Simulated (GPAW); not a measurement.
# Surface energy and work function of Au(111) from slabs of 3 to 12 layers (PBE)

How do energy and work function of Au(111) films settle with thickness, and what surface energy follows?

Set-up. GPAW 26.7.0, plane waves at 450 eV with PAW setups; symmetric 1×1 slabs cut at the tabulated lattice constant (two decimals; low-temperature values for the alkali metals), atoms at bulk places, 7.5 Å of vacuum on each side, one in-plane mesh for all thicknesses, Fermi-Dirac smearing of 0.1 eV. Energies are extrapolated to zero smearing and count from the program's reference atoms. Functional PBE. The cell's area is 7.208 Å².

What came out, but for one run:

```tsv
layers	energy (eV)	work function (eV)
3	−8.7694	5.22
4	−11.8753	5.15
5	−14.9805	5.17
6	−18.0733	5.12
7	−21.1799	5.15
8	−24.2747	5.14
9	−27.3897	5.15
10	−30.4778	5.14
11	−33.5955	5.14
12	?	?
```

To predict: What surface energy do these runs give, and what energy and work function should the 12-layer slab have?

Worked answer. A slab of n layers has E(n) = nε + 2Aγ once its middle is bulk-like. A line through n = 6 to 11 has the slope ε = −3.1034 eV a layer and the intercept 2Aγ = 0.5473 eV (r.m.s. residual 5.6 meV). So γ = 0.5473 / (2 × 7.208 Å²) = 0.0380 eV/Å² = 0.61 J/m², with a standard error of about 0.02 J/m² from the scatter about the line. For 12 layers: 0.5473 + 12 × (−3.1034) = −36.694 eV; the run gives −36.685 eV, 8.4 meV over the line. The work function has no such law: from 6 to 11 layers it moves between 5.12 and 5.15 eV (mean 5.14), and the 12-layer slab gives 5.15 eV. The thinnest slab, 3 layers, lies +0.08 eV from that mean. The values go up and down with thickness, as expected where levels confined across the film cross the Fermi level one by one. The measured value for this face is 5.33 eV (“Properties of real metallic surfaces: Effects of density functional semilocality and van der Waals nonlocality” (2017, arxiv:1702.08515)), for a face that reconstructs.

Caveats: The surfaces are unrelaxed, so γ is an upper bound for this functional and lattice constant. The tabulated lattice constant isn't the functional's own, which strains the slab a little. Spin-orbit coupling is left out.

[Logs are printed without paths, hosts, clocks, repeated set-up lines and the standing remarks that a program may print on its own settings, such as how far it seeks lower states.]
